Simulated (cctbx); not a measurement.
# Resonant diffraction in Lu2Ni7

Space group R-3m (no. 166), a = 4.7520 Å, b = 4.7520 Å, c = 34.8990 Å, α = 90.00°, β = 90.00°, γ = 120.00°.

```
atom  mult.       x       y       z  Ueq (Å²)
 Lu1      6     1/3     2/3  0.8125    0.0024
 Lu2      6     1/3     2/3  0.7173    0.0073
 Ni1     18  0.8322  0.1678  0.7748    0.0064
 Ni2      9       0     1/2       0    0.0047
 Ni3      6     2/3     1/3  0.7217    0.0027
 Ni4      6     1/3     2/3  0.9435    0.0067
 Ni5      3     2/3     1/3     5/6    0.0048
```

The model is made up (kin elements in a known structure type, no relaxation), so it says nothing on whether the phase exists.

Calculated with cctbx: free-atom f′ and f″ from the Sasaki tables, no fine structure; amplitudes in electrons.

| E (eV) | F 1 2 2 | F 2 1 4 | F 0 3 3 | F 1 0 1 |
| --- | --- | --- | --- | --- |
| 8644 | 39.3 | 83.0 | 49.7 | 163.5 |
| 8994 | 29.0 | 73.0 | 43.1 | 132.5 |
| 9124 | 23.3 | 66.6 | 39.0 | 114.6 |
| 9184 | 19.0 | 61.4 | 35.6 | 100.4 |
| 9214 | 15.0 | 56.3 | 32.3 | 86.6 |
| 9229 | 11.6 | 51.3 | 29.0 | 73.4 |
| 9236 | 9.3 | 46.9 | 26.1 | 61.9 |
| 9240 | 8.1 | 42.2 | 23.2 | 50.2 |
| 9248 | 12.2 | 45.4 | 25.6 | 59.5 |
| 9252 | 12.5 | 50.7 | 28.9 | 71.1 |
| 9259 | 14.2 | 55.2 | 31.8 | 82.0 |
| 9274 | 17.0 | 60.1 | 34.9 | 94.2 |
| 9304 | 20.3 | 64.9 | 38.0 | 106.4 |
| 9394 | 24.7 | 70.9 | 41.8 | 121.6 |
| 9644 | 28.3 | 75.9 | 45.0 | 133.9 |

**Question.** Which edge is crossed, and why do the reflections move as they do?

The L3 edge of Lu. The edge is at 9244 eV. f′ of Lu falls from -12.0 e at 9124 eV to -18.9 e at 4 eV below it, and f″ steps from 3.76 to 10.53 e across it. Over that approach |F| changes by -65 % (1 2 2), -37 % (2 1 4), -41 % (0 3 3) and -56 % (1 0 1): a reflection falls where Lu scatters in phase with the total and rises where it scatters against it; it hardly moves where the Lu term is small or cancels by symmetry. Above the edge the larger f″ enters the imaginary part, where it can add to or cancel the other atoms' f″. The structure is centrosymmetric, so Friedel mates stay equal.

[Logs are printed without paths, hosts, clocks, repeated set-up lines and the standing remarks that a program may print on its own settings, such as how far it seeks lower states.]
